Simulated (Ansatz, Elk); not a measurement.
## How far do independent atoms describe BaNiCl6?

The structure of BaNiCl6 used here is made up (a known structure type with other elements) and was relaxed beforehand with PBEsol. The aim is the Fourier transform of its all-electron density, F(hkl), set beside the sum over free spherical atoms that refinements use.

Calculated with Elk 11.2.3 (patched build); DFT, PBE, all-electron APW+lo, Dirac cores, scalar-relativistic bands, static density, no spin.

The structure was built from a prototype and need not be the compound's stable phase.

## 1. Starting point

The structure is trigonal, space group R-3m (No. 166). The conventional cell has a = 9.175 Å, b = 9.175 Å, c = 7.667 Å, α = 90.00°, β = 90.00°, γ = 120.00°. Nearest to Ba lie 12 Cl at 3.12 to 3.49 Å. Nearest to Ni lie 6 Cl at 2.22 Å. Nearest to Cl lie 1 Ni at 2.22 Å and 2 Ba at 3.12 to 3.49 Å. Farther neighbours and most contacts between anions are not listed.

## 2. Ground state and structure factors

An all-electron density is needed, since X-rays see the cores too. Task 0 finds the density and task 195 Fourier-transforms it; tshift is off so that phases refer to the origin typed.

The input, elk.in:

```
tasks
  0
  195

xctype
  20

spinpol
  .false.

rgkmax
  7.0

gmaxvr
  14.0

lmaxo
  7

lmaxapw
  8

swidth
  0.002

tshift
  .false.

ramdisk
  .false.

hmaxvr
  5.5

maxscl
  120

epspot
  1e-06

sppath
  './'

avec
  8.66943288196 5.00529940840 4.82926263240
  -8.66943288196 5.00529940840 4.82926263240
  -0.00000000000 -10.01059881597 4.82926263326

atoms
  3
  'Ba.in'
  1
  0.5000000000 0.5000000000 0.5000000000   0.000000 0.000000 0.000000
  'Ni.in'
  1
  0.0000000000 0.0000000000 0.0000000000   0.000000 0.000000 0.000000
  'Cl.in'
  6
  0.7175563370 0.7175563370 0.0590627174   0.000000 0.000000 0.000000
  0.0590627174 0.7175563370 0.7175563370   0.000000 0.000000 0.000000
  0.7175563370 0.0590627174 0.7175563370   0.000000 0.000000 0.000000
  0.9409372826 0.2824436630 0.2824436630   0.000000 0.000000 0.000000
  0.2824436630 0.2824436630 0.9409372826   0.000000 0.000000 0.000000
  0.2824436630 0.9409372826 0.2824436630   0.000000 0.000000 0.000000

ngridk
  4 4 4
```

The run is started by

```console
$ OMP_NUM_THREADS=4 elk
```

Numbers of over 12 decimals in the logs are rounded to 6 here.

Output:

```text
┌─────────────────────────┐
│ Elk code version 11.2.3 │
└─────────────────────────┘

All units are atomic (Hartree, Bohr, etc.)

┌─────────────────────────────────────────────────┐
│ Ground-state run starting from atomic densities │
└─────────────────────────────────────────────────┘

Lattice vectors :
   8.669432882       5.005299408       4.829262632
  -8.669432882       5.005299408       4.829262632
  -0.000000000      -10.01059882       4.829262633

Reciprocal lattice vectors :
  0.3623757974      0.2092177642      0.4336883830
 -0.3623757974      0.2092177642      0.4336883830
 -0.2617394283E-17 -0.4184355283      0.4336883831

Unit cell volume      :    1257.340269
Brillouin zone volume :   0.1972816902

Muffin-tin inner radius fraction :   0.1000000000E-01

Nuclei treated as point charges

Species : 1 (Ba)
 parameters loaded from : Ba.in
 name : barium
 nuclear charge    :   -56.00000000
 electronic charge :    56.00000000
 atomic mass :    250331.8071
 muffin-tin radius :    2.800000000
 number of radial points in muffin-tin :   1393
 inner part over the whole radius :   0.9950032293E-02
 number on inner part of muffin-tin    :    996
 approximate nuclear radius :   0.9171481901E-04
 number of mesh points to nuclear radius :    504
 atomic positions (lattice), magnetic fields (Cartesian) :
  1 :   0.50000000  0.50000000  0.50000000    0.00000000  0.00000000  0.00000000

Species : 2 (Ni)
 parameters loaded from : Ni.in
 name : nickel
 nuclear charge    :   -28.00000000
 electronic charge :    28.00000000
 atomic mass :    106991.5231
 muffin-tin radius :    2.166116077
 number of radial points in muffin-tin :    993
 inner part over the whole radius :   0.9932451489E-02
 number on inner part of muffin-tin    :    699
 approximate nuclear radius :   0.7325707712E-04
 number of mesh points to nuclear radius :    337
 atomic positions (lattice), magnetic fields (Cartesian) :
  1 :   0.00000000  0.00000000  0.00000000    0.00000000  0.00000000  0.00000000

Species : 3 (Cl)
 parameters loaded from : Cl.in
 name : chlorine
 nuclear charge    :   -17.00000000
 electronic charge :    17.00000000
 atomic mass :    64626.86550
 muffin-tin radius :    1.985606404
 number of radial points in muffin-tin :    793
 inner part over the whole radius :   0.9916011323E-02
 number on inner part of muffin-tin    :    553
 approximate nuclear radius :   0.6305718926E-04
 number of mesh points to nuclear radius :    254
 atomic positions (lattice), magnetic fields (Cartesian) :
  1 :  -0.28244366 -0.28244366  0.05906272    0.00000000  0.00000000  0.00000000
  2 :   0.05906272 -0.28244366 -0.28244366    0.00000000  0.00000000  0.00000000
  3 :  -0.28244366  0.05906272 -0.28244366    0.00000000  0.00000000  0.00000000
  4 :  -0.05906272  0.28244366  0.28244366    0.00000000  0.00000000  0.00000000
  5 :   0.28244366  0.28244366 -0.05906272    0.00000000  0.00000000  0.00000000
  6 :   0.28244366 -0.05906272  0.28244366    0.00000000  0.00000000  0.00000000

Total number of atoms per unit cell :    8
Total muffin-tin volume :    331.2773665
 ratio of muffin-tin to unit cell volume :   0.2634747130

Spin treatment :
 spin-unpolarised

Number of Bravais lattice symmetries :   12
Number of crystal symmetries         :   12
Crystal has inversion symmetry
Real symmetric eigensolver will be used

k-point grid :      4     4     4
k-point offset :    0.000000000       0.000000000       0.000000000
k-point set is reduced with full crystal symmetry group
Total number of k-points :       13

Muffin-tin radius times maximum |G+k| :    7.000000000
 using average radius
Maximum |G+k| for APW functions       :    3.317583796
Maximum (1/2)|G+k|²                   :    5.503181121
Maximum |G| for potential and density :    14.00000000
Constant for pseudocharge density :   10
 order of it for each species :   17  17  17
 order of it for pair densities of each species (exact exchange by exxq0 0: 18) :   17  10   8
Radial integration step length :    1

[...]
exchange                    :     -422.51509826597
 correlation                 :     -8.416789
 electron entropic           :    -0.46416024916152E-04
 total energy                :     -12431.691839080

Density of states at Fermi energy :    1.980649061
 (states/Hartree/unit cell)

Estimated indirect band gap :   0.1532594150E-01
 from k-point 1 to k-point 1
Estimated direct band gap   :   0.1532594150E-01
 at k-point 1

Charges :
 core                        :    108.0000000
 valence                     :    78.00000000
 interstitial                :    15.85705578
 muffin-tins (core leakage)
  species : 1 (Ba)
[...]
species : 2 (Ni)
[...]
species : 3 (Cl)
[...]
total in muffin-tins        :    170.1429442
 total calculated charge     :    185.9995543
 total charge                :    186.0000000
 error                       :   0.4457184200E-03

RMS change in Kohn-Sham potential (target) :   0.3122086871     (  0.1000000000E-05)
Absolute change in total energy (target)   :   0.8757915361E-01 (  0.1000000000E-03)

[... loops 3 to 15 left out ...]

┌──────────────────┐
│ Loop number : 16 │
└──────────────────┘

Energies :
 Fermi                       :     0.102744
 sum of occupied eigenvalues :     -7453.1399677786
 electron kinetic            :      13016.931558596
 core electron kinetic       :      12478.575217797
 Coulomb                     :     -25015.306095076
 Coulomb potential           :     -19909.624394079
 nuclear-nuclear             :     -1245.8507282941
 electron-nuclear            :     -27649.301125371
 Hartree                     :      3879.8457585890
 Madelung                    :     -15060.493898036
 xc potential                :     -560.44713229524
 exchange                    :     -422.72673971489
 correlation                 :     -8.419052
 electron entropic           :    -0.49895000544605E-03
 total energy                :     -12429.520827293

Density of states at Fermi energy :    32.87833813
 (states/Hartree/unit cell)

Estimated indirect band gap :   0.6174326601E-02
 from k-point 2 to k-point 1
Estimated direct band gap   :   0.1670654040E-01
 at k-point 2

Charges :
 core                        :    108.0000000
 valence                     :    78.00000000
 interstitial                :    15.67049487
 muffin-tins (core leakage)
  species : 1 (Ba)
[...]
species : 2 (Ni)
[...]
species : 3 (Cl)
[...]
total in muffin-tins        :    170.3295051
 total calculated charge     :    185.9995431
 total charge                :    186.0000000
 error                       :   0.4569392961E-03

RMS change in Kohn-Sham potential (target) :   0.9341779801E-07 (  0.1000000000E-05)
Absolute change in total energy (target)   :   0.5229661110E-04 (  0.1000000000E-03)

Convergence targets achieved

┌──────────────────┐
│ Loop number : 17 │
└──────────────────┘

Energies :
 Fermi                       :     0.102744
 sum of occupied eigenvalues :     -7453.1399619186
 electron kinetic            :      13016.931570102
 core electron kinetic       :      12478.575224153
 Coulomb                     :     -25015.306103436
 Coulomb potential           :     -19909.624393865
 nuclear-nuclear             :     -1245.8507282941
 electron-nuclear            :     -27649.301141561
 Hartree                     :      3879.8457664188
 Madelung                    :     -15060.493906504
 xc potential                :     -560.44713815501
 exchange                    :     -422.72674007510
 correlation                 :     -8.419052
 electron entropic           :    -0.49894946177689E-03
 total energy                :     -12429.520824519

Density of states at Fermi energy :    32.87829719
 (states/Hartree/unit cell)

Estimated indirect band gap :   0.6174327073E-02
 from k-point 2 to k-point 1
Estimated direct band gap   :   0.1670655055E-01
 at k-point 2

Charges :
 core                        :    108.0000000
 valence                     :    78.00000000
 interstitial                :    15.67049502
 muffin-tins (core leakage)
  species : 1 (Ba)
[...]
species : 2 (Ni)
[...]
species : 3 (Cl)
[...]
atom 4                    :    14.99755343     (  0.7593676768E-04)
   atom 5                    :    14.99755343     (  0.7593676768E-04)
   atom 6                    :    14.99755343     (  0.7593676768E-04)
 total in muffin-tins        :    170.3295050
 total calculated charge     :    185.9995431
 total charge                :    186.0000000
 error                       :   0.4569392237E-03

┌──────────────────────────────┐
│ Self-consistent loop stopped │
└──────────────────────────────┘

Warning : core states of species 2 leak from the muffin-tin :   0.9254899363E-03

Wrote STATE.OUT
```

Run time: 74 s. Hardware: 4 threads of Arm Neoverse V1, shared host; peak memory 0.37 GiB; 2.9 min of CPU time.

SFACRHO.OUT:

```text

h k l indices transformed by vhmat matrix:
   1.000000000       0.000000000       0.000000000    
   0.000000000       1.000000000       0.000000000    
   0.000000000       0.000000000       1.000000000    

      h      k      l  multipl.   |H|            Re(F)            Im(F)           |F|

      0      0      0      1   0.0000000       186.00000      0.73213919E-15   186.00000    
     -1      0      0      6  0.60263912      -9.2920432     -0.28354790E-13   9.2920432    
      0      1     -1      6  0.72475159       73.573603     -0.87245507E-14   73.573603    
     -1     -1      1      6  0.94257030       7.8296153     -0.28900074E-13   7.8296153    
      0      1      1      6  0.96303206       55.979937     -0.13086826E-13   55.979937    
      2      0     -1     12   1.1889927      -67.049584      0.23992514E-13   67.049584    
      0     -2      0      6   1.2052782       40.690497      0.51256736E-13   40.690497    
     -1     -1      2      6   1.2553066       30.841139      0.19630239E-13   30.841139    
      1      1      1      2   1.3010651      -95.778604      0.18539670E-13   95.778604    
     -1      2      1     12   1.4063998       106.35332     -0.10905688E-13   106.35332    
      2      0     -2      6   1.4495032       68.848706     -0.16192769E-13   68.848706    
      1      0      2     12   1.4893070      -19.753855      0.14177395E-13   19.753855    
      2     -1     -2     12   1.5697877       2.8612785     -0.59981286E-14   2.8612785    
     -3      1      1      6   1.7290166      -51.788002     -0.23992514E-13   51.788002    
      0     -3      1     12   1.7402558       39.021844      0.46076534E-13   39.021844    
     -2     -1     -1      6   1.7845050       50.514534      0.90517214E-13   50.514534    
      2     -1      2      6   1.8079174       7.6636150      0.11996257E-13   7.6636150    
      0      0     -3      6   1.8079174       11.645635     -0.82883232E-13   11.645635
```

Elk indexes on the primitive cell of elk.in and gives |H| = 4π sin θ/λ in inverse bohr. Below, one row stands for each form hkl of the conventional cell (m members, Friedel mates merged), F is for one primitive cell and the density is static (no thermal factor). Free-atom factors are Waasmaier and Kirfel's, and R is Σm||F|−|F'||/Σm|F|.

```
hkl   m  sin θ/λ (Å⁻¹)  abs F, DFT  neutral atoms   diff.
101   6          0.091       9.292          9.244  +0.048
110   6          0.109      73.574         73.387  +0.187
021   6          0.142       7.830          7.857  -0.027
012   6          0.145      55.980         56.227  -0.247
211  12          0.179      67.050         66.704  +0.346
202   6          0.181      40.691         40.995  -0.305
300   6          0.189      30.841         30.959  -0.118
003   2          0.196      95.779         95.252  +0.526
122  12          0.211     106.353        106.039  +0.314
220   6          0.218      68.849         69.143  -0.294
113  12          0.224      19.754         19.771  -0.017
131  12          0.236       2.861          2.688  +0.173
401   6          0.260      51.788         51.436  +0.352
312  12          0.262      39.022         38.903  +0.119
104   6          0.268      50.514         50.563  -0.048
033   6          0.272       7.664          7.879  -0.216
303   6          0.272      11.646         11.723  -0.077
321  12          0.282       6.022          5.899  +0.123
```

## 3. The highest occupied states alone

An energy window below the Fermi level keeps the highest occupied states, to see at which angles they scatter; shallow core shells can lie inside it and anion s states outside. No new self-consistency is needed.

elk.in, as its differences from that of step 2:

```diff
@@ -1,3 +1,2 @@
 tasks
-  0
   195
@@ -40,2 +39,5 @@
 
+wsfac
+  -0.448500 0.402740
+
 sppath
```

The run is started by

```console
$ OMP_NUM_THREADS=4 elk
```

Output:

```text
┌─────────────────────────────────┐
│ Elk code version 11.2.3 started │
└─────────────────────────────────┘

Info(readinput): the functional depends on the density's gradient
 muffin-tin radial points multiplied by    2.00000
 (not where nrmtscf is given)

┌────────────────────┐
│ Current task : 195 │
└────────────────────┘
Info(checkmt): changed muffin-tin radius of species 2 (Ni) from   2.4000 to   2.1661
Info(checkmt): changed muffin-tin radius of species 3 (Cl) from   2.2000 to   1.9856

Info(sfacrho): density structure factors written to SFACRHO.OUT

 Energy window :  -0.4485000000      0.4027400000

┌──────────────────┐
│ Elk code stopped │
└──────────────────┘
```

It took 30 s on 4 threads; peak memory 0.26 GiB; 34 s of CPU time.

States within 15 eV below the Fermi level hold 59.78 electrons; any levels below the window count with the cores, and a count that is not whole means the window cuts a band. Their amplitudes can exceed the total, where window and core parts have opposite phase:

| hkl | sin θ/λ (Å⁻¹) | abs F, window | abs F, all |
| --- | --- | --- | --- |
| 101 | 0.091 | 9.439 | 9.292 |
| 110 | 0.109 | 11.447 | 73.574 |
| 021 | 0.142 | 13.486 | 7.830 |
| 012 | 0.145 | 5.083 | 55.980 |
| 211 | 0.179 | 6.606 | 67.050 |
| 202 | 0.181 | 1.348 | 40.691 |
| 300 | 0.189 | 0.561 | 30.841 |
| 003 | 0.196 | 11.760 | 95.779 |
| 122 | 0.211 | 14.739 | 106.353 |
| 220 | 0.218 | 7.024 | 68.849 |

[end of part 1 of 2]

[Logs are printed without paths, hosts, clocks, repeated set-up lines and the standing remarks that a program may print on its own settings, such as how far it seeks lower states.]

[Hosts, paths, dates, database ids (printed as entryN), source tags and the programs' standing remarks are cut or masked in the printed files.]
